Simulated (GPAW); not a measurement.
**AlN: optical spectrum from first principles**

Wanted: where AlN starts to absorb, how strongly, and its refractive index.

Method: DFT, LDA, plane-wave PAW (GPAW data sets), scalar-relativistic, RPA, optical limit, in GPAW 26.7.0.

## 1. The starting structure

The structure is cubic, space group F-43m (No. 216). The conventional cell has a = 4.368 Å, b = 4.368 Å, c = 4.368 Å, α = 90.00°, β = 90.00°, γ = 90.00°. Nearest to Al lie 4 N at 1.89 Å. N has 4 Al at 1.89 Å nearest. Farther neighbours and most contacts between anions are not listed.

## 2. Ground state

First the ground state: is it a metal or has it a gap?

This step: DFT, LDA, plane-wave PAW (GPAW data sets), scalar-relativistic, ground state (GPAW 26.7.0).

Input file gs.py:

```python
from ase import Atoms
from ase.dft.bandgap import bandgap
from gpaw import GPAW, PW, FermiDirac

atoms = Atoms(['Al', 'N'],
              cell=[[0.000000000000, 2.183993559600, 2.183993559600],
                    [2.183993559600, 0.000000000000, 2.183993559600],
                    [2.183993559600, 2.183993559600, 0.000000000000]],
              scaled_positions=[[0.000000000000, 0.000000000000, 0.000000000000],
                                [0.250000000000, 0.250000000000, 0.250000000000]],
              pbc=[True, True, True])
atoms.calc = GPAW(mode=PW(500), xc='LDA', kpts={'size': (9, 9, 9), 'gamma': True},
                  occupations=FermiDirac(0.05), maxiter=150, txt='gs.txt')
print('energy (eV)', atoms.get_potential_energy())
print('Fermi level (eV)', atoms.calc.get_fermi_level())
print('valence electrons', atoms.calc.get_number_of_electrons())
print('gap (eV)', bandgap(atoms.calc, output=None)[0])
print('direct gap (eV)', bandgap(atoms.calc, direct=True, output=None)[0])
atoms.calc.write('gs.gpw')
```

On the command line:

```
$ OMP_NUM_THREADS=1 python gs.py
```

Numbers of over 12 decimals in the logs are rounded to 6 here.

The program printed:

```text
__  _  _
 | _ |_)|_||  |
 |__||  | ||/\| - 26.7.0

Versions:
  Python: 3.12.14
  ASE:    3.29.0
  Numpy:  2.5.5
  Scipy:  1.18.1
  Libxc:  7.0.0

Input parameters:
  mode=PW(ecut=500.0),
  kpts=MonkhorstPack(size=(9, 9, 9), gamma=True),
  maxiter=150,
  occupations=Occupations(name='fermi-dirac', width=0.05, fixmagmom=False),
  xc=XC(name='LDA')

Diagonalizing LCAO Hamiltonian
Converting LCAO to pw mode

           N
       Al

Atoms  # Å, Bohr magnetons
|   | symbol |        x |        y |        z |    initial magnetic moments |
| 0 |     Al | 0.000000 | 0.000000 | 0.000000 | ( 0.0000,  0.0000,  0.0000) |
| 1 |      N | 1.091997 | 1.091997 | 1.091997 | ( 0.0000,  0.0000,  0.0000) |

Unit cell  # Å
| periodic |        x |        y |        z |  lengths |    angles |
|      yes | 0.000000 | 2.183994 | 2.183994 | 3.088633 | 60.000000 |
|      yes | 2.183994 | 0.000000 | 2.183994 | 3.088633 | 60.000000 |
|      yes | 2.183994 | 2.183994 | 0.000000 | 3.088633 | 60.000000 |

Number of symmetries: 24
Symmetry operations  # r_c * U_cc + t_c -> r_c
|    | kind |            matrix            |
|  0 |  E   |  1, 0, 0,  0, 1, 0,  0, 0, 1 |
|  1 |  σ   |  1, 0, 0,  0, 0, 1,  0, 1, 0 |
|  2 |  σ   |  1, 0,-1,  0, 1,-1,  0, 0,-1 |
|  3 |  C3  |  1, 0,-1,  0, 0,-1,  0, 1,-1 |
|  4 |  C3  |  1,-1, 0,  0,-1, 1,  0,-1, 0 |
|  5 |  σ   |  1,-1, 0,  0,-1, 0,  0,-1, 1 |
|  6 |  σ   |  0, 1, 0,  1, 0, 0,  0, 0, 1 |
|  7 |  C3  |  0, 1, 0,  0, 0, 1,  1, 0, 0 |
|  8 |  C2  |  0, 1,-1,  1, 0,-1,  0, 0,-1 |
|  9 |  S4  |  0, 1,-1,  0, 0,-1,  1, 0,-1 |
| 10 |  C3  |  0, 0, 1,  1, 0, 0,  0, 1, 0 |
| 11 |  σ   |  0, 0, 1,  0, 1, 0,  1, 0, 0 |
| 12 |  S4  |  0, 0,-1,  1, 0,-1,  0, 1,-1 |
| 13 |  C3  |  0, 0,-1,  0, 1,-1,  1, 0,-1 |
| 14 |  S4  |  0,-1, 1,  1,-1, 0,  0,-1, 0 |
| 15 |  C2  |  0,-1, 1,  0,-1, 0,  1,-1, 0 |
| 16 |  C3  |  0,-1, 0,  1,-1, 0,  0,-1, 1 |
| 17 |  S4  |  0,-1, 0,  0,-1, 1,  1,-1, 0 |
| 18 |  S4  | -1, 1, 0, -1, 0, 1, -1, 0, 0 |
| 19 |  C3  | -1, 1, 0, -1, 0, 0, -1, 0, 1 |
| 20 |  C3  | -1, 0, 1, -1, 1, 0, -1, 0, 0 |
| 21 |  S4  | -1, 0, 1, -1, 0, 0, -1, 1, 0 |
| 22 |  σ   | -1, 0, 0, -1, 1, 0, -1, 0, 1 |
| 23 |  C2  | -1, 0, 0, -1, 0, 1, -1, 1, 0 |

BZ-sampling:
  Number of BZ points: 729
  Number of IBZ points: 35

  Monkhorst-Pack size: [9, 9, 9]
  Monkhorst-Pack shift: [0, 0, 0]

K-points  # in reciprocal-cell coordinates
|     |                                coordinates |     weight |
|   0 | (  0.00000000,   0.00000000,   0.00000000) | 0.00137174 |
|   1 | (  0.11111111,   0.11111111,   0.00000000) | 0.00823045 |
|   2 | (  0.11111111,   0.11111111,   0.11111111) | 0.01097394 |
|   3 | (  0.22222222,   0.11111111,   0.11111111) | 0.01646091 |
|   4 | (  0.22222222,   0.22222222,   0.00000000) | 0.00823045 |
|   5 | (  0.22222222,   0.22222222,   0.11111111) | 0.03292181 |
|   6 | (  0.22222222,   0.22222222,   0.22222222) | 0.01097394 |
|   7 | (  0.33333333,   0.22222222,   0.11111111) | 0.03292181 |
|   8 | (  0.33333333,   0.22222222,   0.22222222) | 0.03292181 |
|   9 | (  0.33333333,   0.33333333,  -0.33333333) | 0.01646091 |
| ... |                                            |            |
|  34 | (  0.44444444,   0.44444444,   0.44444444) | 0.01097394 |

Plane wave coefficients: 540
Cutoff: 500.0 eV

Spin-components: 1 (collinear spins)
Bands:           8
Projectors:      10
Spin-degeneracy: 2
Datatype:        complex128

Parallelization:
  kpt:    1
  domain: 1
  band:   1

Density:
  Valence electrons: 8.0
  Components: 1
  Grid points: [16 16 16]
  Charge: 0.0  # |e|

Potential:
  Grid points: [16 16 16]

species:
  Al:
    name:    Aluminium
    id:
    Z:       13.0
    valence: 3
    core:    10
    charge:  0.0  # [|e|]
    compensation charges:
      type: gauss
      rc: 0.34  # [Å]
      lmax: 2
    cutoffs:
      filter: 1.91  # [Å]
      core: 2.36  # [Å]
    projectors
    | kind |    occ | energy [eV] | rcut [Å] |
    |   3s |  2.000 |      -7.830 |    1.085 |
    |   3p |  1.000 |      -2.783 |    1.085 |
    |    s |        |      19.382 |    1.085 |
    |    p |        |      24.428 |    1.085 |
    |    d |        |       0.000 |    1.085 |

    Using partial waves for Al as LCAO basis

  N:
    name:    Nitrogen
    id:
    Z:       7.0
    valence: 5
    core:    2
    charge:  0.0  # [|e|]
    compensation charges:
      type: gauss
      rc: 0.18  # [Å]
      lmax: 2
    cutoffs:
      filter: 1.11  # [Å]
      core: 0.96  # [Å]
    projectors
    | kind |    occ | energy [eV] | rcut [Å] |
    |   2s |  2.000 |     -18.420 |    0.603 |
    |   2p |  3.000 |      -7.237 |    0.529 |
    |    s |        |       8.791 |    0.603 |
    |    p |        |      19.974 |    0.529 |
    |    d |        |       0.000 |    0.577 |

    Using partial waves for N as LCAO basis

Reference energy: -8049.295751  # eV

eigensolver:
  PPCG
  Converge bands: occupied
  niter=2

density mixing:
  MSR1-Mixer
  Pratt-step length: 0.05
  Maximum mixing coefficient: 0.75
  Old densities: 10
  SVD Regularization: 0.005
  Good broyden scale: 1.0
  Trust region scale: 1.0
  Backstep threshold: 4.0
  History deletion threshold: 6.0
  Fourier metric: weight=20.0, sigma=0.015

occupation numbers:
  Fermi-Dirac:
    width: 0.0500  # eV

poisson solver:
  ecut: 4000.0  # eV

xc functional:
  name: None

convergence criteria:
- Maximum [total energy] change in last 3 cyles: 0.0005 eV / valence electron
- Maximum integral of absolute [dens]ity change: 0.0001 electrons / valence electron
- Maximum integral of absolute [eigenst]ate change: 4e-08 eV^2 / valence electron
maximum number of iterations: 150

SCF iterations
|iter     |      energy | eigst |  dens |
|iter:   1||  -17.683200 | -0.27 |       |
|iter:   2||  -17.204339 | -2.01 | -0.56 |
|iter:   3||  -15.765880 | -0.68 | -0.61 |
|iter:   4||  -15.752383 | -2.93 | -1.26 |
|iter:   5||  -15.749896 | -3.55 | -1.58 |
|iter:   6||  -15.749932c| -5.71 | -2.76 |
|iter:   7||  -15.749940c| -6.51 | -3.15 |
|iter:   8||  -15.749940c| -7.52c| -4.43c|

Converged in 8 steps
SCF loop duration: 1.950 s (0.244 s/step)
Energy contributions relative to reference atoms: (reference = -8049.295751)

Energy contributions:
  Kinetic:          14.345976
  Coulomb:         -11.551243
  Zero:             -0.073559
  External:          0.000000
  Xc:              -18.471113
  Entropy:          -0.000000
  Spinorbit:         0.000000
  ----------------------------
  Free energy:     -15.749940
  Extrapolated:    -15.749940

dipole moment: (-8.682594, -8.682594, -8.682594)  # |e|*Ang

Fermi level: 6.729
Eigenvalues  # (at kpt = [0.000, 0.000, 0.000])
| band index |      eig [eV] | occ [0-2] |
|          0 |        -9.210 |     2.000 |
|          1 |         5.722 |     2.000 |
|          2 |         5.722 |     2.000 |
|          3 |         5.722 |     2.000 |
|          4 |         9.896 |     0.000 |
|          5 |        18.055 |     0.000 |
|          6 |        18.055 |     0.000 |
|          7 |        18.055 |     0.000 |

Gap: 3.392 eV
Transition (v -> c):
  (s=0, k=0, n=3, [0.00, 0.00, 0.00]) -> (s=0, k=30, n=4, [0.44, 0.44, 0.00])
Direct/indirect transitions are different
Direct gap: 4.173 eV
Transition at: (s=0, k=0, n=3, [0.00, 0.00, 0.00])

--- standard output ---
energy (eV) -15.749940
Fermi level (eV) 6.728586
valence electrons 8.0
gap (eV) 3.391886
direct gap (eV) 4.173131
```

The job ended after 3.5 s (1 thread of Arm Neoverse V1, shared host; peak memory 0.12 GiB).

This step gave:

| Property | Result |
| --- | --- |
| energy | -15.75 eV |
| Fermi energy | 6.729 eV |
| gap on the k-mesh | 3.392 eV |
| direct gap on the mesh | 4.173 eV |
| electrons | 8 |

There is a gap, 3.39 eV on this mesh (points off the mesh can give less), so no carriers' term is needed.

## 3. Bands for the response

At the fixed density, many empty bands are solved on the mesh of the response, since the spectrum sums over them.

This step: DFT, LDA, plane-wave PAW (GPAW data sets), scalar-relativistic, bands at fixed density (GPAW 26.7.0).

Input file nscf.py:

```python
from ase.dft.bandgap import bandgap
from gpaw import GPAW, FermiDirac

calc = GPAW('gs.gpw').fixed_density(kpts={'size': (14, 14, 14), 'gamma': True}, nbands=28, convergence={'bands': 22},
                                    occupations=FermiDirac(0.001), txt='nscf.txt')
print('gap (eV)', bandgap(calc, output=None)[0])
print('direct gap (eV)', bandgap(calc, direct=True, output=None)[0])
print('top band over the Fermi level (eV)', min(calc.get_eigenvalues(kpt=k)[21] for k in range(len(calc.get_ibz_k_points()))) - calc.get_fermi_level())
calc.write('full.gpw', mode='all')
```

On the command line:

```
$ OMP_NUM_THREADS=1 python nscf.py
```

The program printed:

```text
Diagonalizing LCAO Hamiltonian
Converting LCAO to pw mode
convergence criteria:
- Maximum integral of absolute [eigenst]ate change: 4e-08 eV^2 / valence electron
maximum number of iterations: 150

SCF iterations
|iter     |      energy | eigst |  dens |
|iter:   1||             | +3.37 |       |
|iter:   2||             | +1.66 |       |
|iter:   3||             | -0.74 |       |
|iter:   4||             | -2.41 |       |
|iter:   5||             | -4.34 |       |
|iter:   6||             | -5.84 |       |
|iter:   7||             | -6.95 |       |
|iter:   8||             | -8.01c|       |
SCF steps: 8
  __  _  _
 | _ |_)|_||  |
 |__||  | ||/\| - 26.7.0

Versions:
  Python: 3.12.14
  ASE:    3.29.0
  Numpy:  2.5.5
  Scipy:  1.18.1
  Libxc:  7.0.0

Input parameters:
  mode=PW(ecut=500.0),
  convergence={'bands': 22},
  gpts=array([16, 16, 16]),
  kpts=MonkhorstPack(size=(14, 14, 14), gamma=True),
  maxiter=150,
  nbands=28,
  occupations=Occupations(name='fermi-dirac', width=0.001, fixmagmom=False),
  parallel={},
  xc=XC(name='LDA')

--- standard output ---
gap (eV) 3.207136
direct gap (eV) 4.173131
top band over the Fermi level (eV) 40.737726
```

The job ended after 19 s (1 thread; peak memory 0.16 GiB).

Numbers from this step:

* gap on the k-mesh: 3.207 eV

## 4. Dielectric function, RPA

Transitions between filled and empty bands, summed over the zone, give the optical response, so mesh, band count and broadening shape it.

The induced potential is part of this response.

This step: DFT, LDA, plane-wave PAW (GPAW data sets), scalar-relativistic, RPA, optical limit (GPAW 26.7.0).

Input file df.py:

```python
from gpaw.response.df import DielectricFunction

df = DielectricFunction('full.gpw', frequencies={'type': 'nonlinear', 'domega0': 0.03, 'omega2': 8},
                        ecut=50,
                        eta=0.15,
                        nbands=22,
                        txt='df.txt')
for direction in ['x']:
    df.get_dielectric_function(xc='RPA', direction=direction, filename=f'df_{direction}.csv')
```

On the command line:

```
$ OMP_NUM_THREADS=1 python df.py
```

The program printed:

```text
Using integrator: PointIntegrator
NonLinearFrequencyDescriptor(from 0.000 to 62.602 eV, 493 points)
Nonperiodic BCs:  [False False False]
Using integrator: PointIntegrator
NonLinearFrequencyDescriptor(from 0.000 to 62.602 eV, 493 points)
Nonperiodic BCs:  [False False False]

Calculating chi0 body with:
    Ground state adapter containing:
    Number of spins: 1
    Number of kpoints: 2744
    Number of irreducible kpoints: 104
    Number of completely occupied states: 4
    Number of partially occupied states: 4

    Linear response parametrization:
    q_c: [0.0, 0.0, 0.0]
    Number of frequency points: 493
    Planewave cutoff: 50.0
    Number of bands: 22
    Number of planewaves: 15
    Broadening (eta): 0.15

Integrating chi0 body.

Symmetries of q_c:
    Direct symmetries (Uq -> q): 24
    Indirect symmetries (TUq -> q): 24
In total 48 allowed symmetries.

104 groups of equivalent kpoints. 96.209913% reduction.

Integral kind: spectral function

Calculating chi0 optical extensions with:
    Ground state adapter containing:
    Number of spins: 1
    Number of kpoints: 2744
    Number of irreducible kpoints: 104
    Number of completely occupied states: 4
    Number of partially occupied states: 4

    Linear response parametrization:
    Number of frequency points: 493
    Planewave cutoff: 50.0
    Number of bands: 22
    Number of planewaves: 15
    Broadening (eta): 0.15
Integrating chi0 head and wings.

Symmetries of q_c:
    Direct symmetries (Uq -> q): 24
    Indirect symmetries (TUq -> q): 24
In total 48 allowed symmetries.

104 groups of equivalent kpoints. 96.209913% reduction.

Integral kind: spectral function wings
```

Elapsed: 3.6 s, on 1 thread; peak memory 0.2 GiB.

Read-outs, printed or worked out from the files:

| Property | Result |
| --- | --- |
| electronic dielectric constant ε∞, mean over x, y and z (by symmetry where fewer were run) | 4.483 |
| main peak of Im epsilon, first axis | 7.275 eV |

The Im ε, E ∥ x has structure finer than the step of the table below, so its rows give means over 0.5 eV, whole bins alone (the curve runs from 0 to 14.0 eV). Peaks (eV: height): 7.27: 7.61, 10.88: 4.79, 12.50: 4.78.

Values under the direct gap are tails of Lorentzian lines. Table of Im ε, E ∥ x by photon energy; means over each step:

| photon energy (eV) | Im ε, E ∥ x |
| --- | --- |
| 0.5 | 0.00820 |
| 1.0 | 0.0170 |
| 1.5 | 0.0270 |
| 2.0 | 0.0393 |
| 2.5 | 0.0558 |
| 3.0 | 0.0803 |
| 3.5 | 0.125 |
| 4.0 | 0.278 |
| 4.5 | 0.788 |
| 5.0 | 1.58 |
| 5.5 | 2.90 |
| 6.0 | 3.88 |
| 6.5 | 5.31 |
| 7.0 | 6.45 |
| 7.5 | 7.09 |
| 8.0 | 6.78 |
| 8.5 | 3.86 |
| 9.0 | 2.93 |
| 9.5 | 4.00 |
| 10.0 | 4.33 |
| 10.5 | 3.89 |
| 11.0 | 4.69 |
| 11.5 | 3.98 |
| 12.0 | 4.11 |
| 12.5 | 4.57 |
| 13.0 | 4.36 |
| 13.5 | 3.41 |

Re ε, E ∥ x against photon energy:

| photon energy (eV) | Re ε, E ∥ x |
| --- | --- |
| 0.0 | 4.48 |
| 0.5 | 4.50 |
| 1.0 | 4.54 |
| 1.5 | 4.61 |
| 2.0 | 4.72 |
| 2.5 | 4.88 |
| 3.0 | 5.10 |
| 3.5 | 5.42 |
| 4.0 | 5.95 |
| 4.5 | 6.69 |
| 5.0 | 7.24 |
| 5.5 | 7.16 |
| 6.0 | 6.74 |
| 6.5 | 6.44 |
| 7.0 | 5.86 |
| 7.5 | 3.14 |
| 8.0 | 0.931 |
| 8.5 | 0.0317 |
| 9.0 | 2.16 |
| 9.5 | 2.69 |
| 10.0 | 1.37 |
| 10.5 | 1.61 |
| 11.0 | 1.22 |
| 11.5 | 0.873 |
| 12.0 | 0.915 |
| 12.5 | 0.283 |
| 13.0 | -0.584 |
| 13.5 | -1.23 |

Values under the direct gap are tails of Lorentzian lines. Table of Im ε, E ∥ x by photon energy; read off at these points:

| photon energy (eV) | without local fields | with local fields |
| --- | --- | --- |
| 0.000 | 0 | 0 |
| 0.250 | 0.00440 | 0.00406 |
| 0.500 | 0.00886 | 0.00818 |
| 0.750 | 0.0135 | 0.0124 |
| 1.000 | 0.0183 | 0.0169 |
| 1.250 | 0.0235 | 0.0217 |
| 1.500 | 0.0291 | 0.0269 |
| 1.750 | 0.0353 | 0.0327 |
| 2.000 | 0.0423 | 0.0392 |
| 2.250 | 0.0503 | 0.0467 |
| 2.500 | 0.0597 | 0.0555 |
| 2.750 | 0.0710 | 0.0662 |
| 3.000 | 0.0851 | 0.0796 |
| 3.250 | 0.104 | 0.0972 |
| 3.500 | 0.129 | 0.122 |
| 3.750 | 0.171 | 0.163 |
| 4.000 | 0.266 | 0.259 |
| 4.250 | 0.431 | 0.428 |
| 4.500 | 0.814 | 0.823 |
| 4.750 | 1.09 | 1.09 |
| 5.000 | 1.57 | 1.54 |
| 5.250 | 2.46 | 2.34 |
| 5.500 | 3.10 | 2.95 |
| 5.750 | 3.80 | 3.47 |
| 6.000 | 3.91 | 3.67 |
| 6.250 | 5.03 | 4.68 |
| 6.500 | 5.80 | 5.38 |
| 6.750 | 6.07 | 5.61 |
| 7.000 | 6.92 | 6.36 |
| 7.250 | 8.00 | 7.58 |
| 7.500 | 7.25 | 6.79 |
| 7.750 | 7.45 | 6.90 |
| 7.966 | 8.21 | 7.55 |
| 8.000 | 8.02 | 7.40 |
| 8.250 | 5.69 | 5.27 |
| 8.500 | 4.33 | 3.84 |
| 8.750 | 3.18 | 2.69 |
| 9.000 | 3.55 | 2.84 |
| 9.250 | 4.28 | 3.46 |
| 9.500 | 4.57 | 3.90 |
| 9.684 | 5.31 | 4.64 |
| 9.750 | 5.25 | 4.63 |
| 10.000 | 4.87 | 4.49 |
| 10.250 | 4.29 | 3.73 |
| 10.500 | 4.75 | 3.85 |
| 10.750 | 5.82 | 4.37 |
| 10.881 | 6.32 | 4.79 |
| 11.000 | 6.27 | 4.72 |
| 11.103 | 6.40 | 4.77 |
| 11.250 | 5.74 | 4.42 |
| 11.500 | 5.26 | 3.83 |
| 11.750 | 5.59 | 4.09 |
| 12.000 | 5.60 | 4.05 |
| 12.250 | 5.66 | 4.26 |
| 12.423 | 5.94 | 4.69 |
| 12.500 | 5.73 | 4.78 |
| 12.750 | 4.93 | 4.49 |
| 13.000 | 4.53 | 4.54 |
| 13.250 | 3.52 | 3.81 |
| 13.500 | 3.10 | 3.41 |
| 13.750 | 2.74 | 2.97 |

The loss function −Im 1/ε at q → 0, E ∥ x has structure finer than the step of the table below, so its rows give means over 0.5 eV, whole bins alone (the curve runs from 0 to 14.0 eV). Peaks (eV: height): 8.70: 0.337, 10.24: 0.236, 11.40: 0.257.

Values under the direct gap are tails of Lorentzian lines. Table of loss function −Im 1/ε at q → 0, E ∥ x by energy loss; means over each step:

| energy loss (eV) | loss function −Im 1/ε at q → 0, E ∥ x |
| --- | --- |
| 0.5 | 4.1e-4 |
| 1.0 | 8.2e-4 |
| 1.5 | 0.00127 |
| 2.0 | 0.00176 |
| 2.5 | 0.00234 |
| 3.0 | 0.00308 |
| 3.5 | 0.00421 |
| 4.0 | 0.00773 |
| 4.5 | 0.0177 |
| 5.0 | 0.0288 |
| 5.5 | 0.0477 |
| 6.0 | 0.0607 |
| 6.5 | 0.0765 |
| 7.0 | 0.0877 |
| 7.5 | 0.117 |
| 8.0 | 0.143 |
| 8.5 | 0.265 |
| 9.0 | 0.241 |
| 9.5 | 0.179 |
| 10.0 | 0.208 |
| 10.5 | 0.215 |
| 11.0 | 0.198 |
| 11.5 | 0.243 |
| 12.0 | 0.234 |
| 12.5 | 0.217 |
| 13.0 | 0.222 |
| 13.5 | 0.262 |

Table of refractive index n and extinction k by photon energy:

| photon energy (eV) | n | k |
| --- | --- | --- |
| 0.0 | 2.12 | 0 |
| 0.5 | 2.12 | 0.00193 |
| 1.0 | 2.13 | 0.00397 |
| 1.5 | 2.15 | 0.00627 |
| 2.0 | 2.17 | 0.00902 |
| 2.5 | 2.21 | 0.0126 |
| 3.0 | 2.26 | 0.0176 |
| 3.5 | 2.33 | 0.0262 |
| 4.0 | 2.44 | 0.0532 |
| 4.5 | 2.59 | 0.159 |
| 5.0 | 2.71 | 0.285 |
| 5.5 | 2.73 | 0.541 |
| 6.0 | 2.69 | 0.683 |
| 6.5 | 2.72 | 0.988 |
| 7.0 | 2.69 | 1.18 |
| 7.5 | 2.31 | 1.47 |
| 8.0 | 2.05 | 1.81 |
| 8.5 | 1.39 | 1.38 |
| 9.0 | 1.69 | 0.839 |
| 9.5 | 1.93 | 1.01 |
| 10.0 | 1.74 | 1.29 |
| 10.5 | 1.70 | 1.13 |
| 11.0 | 1.75 | 1.35 |
| 11.5 | 1.55 | 1.24 |
| 12.0 | 1.59 | 1.27 |
| 12.5 | 1.59 | 1.50 |
| 13.0 | 1.41 | 1.61 |
| 13.5 | 1.09 | 1.56 |

At chosen wavelengths:

| wavelength (nm) | n | k | R (%) | 1/α |
| --- | --- | --- | --- | --- |
| 1550 | 2.13 | 0.003 | 13.0 | 39 µm |
| 1064 | 2.14 | 0.005 | 13.1 | 18 µm |
| 800 | 2.15 | 0.007 | 13.3 | 9.8 µm |
| 532 | 2.19 | 0.011 | 14.0 | 3.8 µm |
| 365 | 2.31 | 0.024 | 15.7 | 1.2 µm |
| 248 | 2.71 | 0.284 | 21.7 | 69 nm |
| 193 | 2.75 | 0.946 | 26.4 | 16 nm |

Below the direct gap, k and the depth come from the tails of the Lorentzian lines, not from transitions.

Rows near the edge hang on the gap, which this functional as a rule makes too small, and phonon-assisted absorption is left out.

## 5. What came out

* electronic dielectric constant ε∞, mean over x, y and z (by symmetry where fewer were run) (RPA): 4.48
* main peak of Im epsilon, first axis: 7.27 eV

At this level (LDA, RPA) AlN has ε∞ = 4.48 and n = 2.13 at 1550 nm, and Im ε peaks at 7.3 eV. On the mesh the gap is 3.21 eV and the least direct gap 4.17 eV, so on this mesh the band edges lie at different points. Local fields change the static value along x from 4.79 to 4.48 (-6 %). Distinct maxima of Im ε, read by a parabola through the highest points, lie at 7.27 eV (7.6), 7.96 eV (7.6), 10.90 eV (4.8) and 12.50 eV (4.8). Excitons and phonon-assisted transitions are missing; LDA gaps are as a rule too small, which pulls the onset down and ε∞ up. The sum runs over mesh points, so small or evenly spaced maxima can still be ripples of the mesh.

[Machine, clock and banner lines and Python warnings are left out of the logs.]

[Logs are printed without paths, hosts, clocks, repeated set-up lines and the standing remarks that a program may print on its own settings, such as how far it seeks lower states.]

[Hosts, paths, dates, database ids (printed as entryN), source tags and the programs' standing remarks are cut or masked in the printed files.]
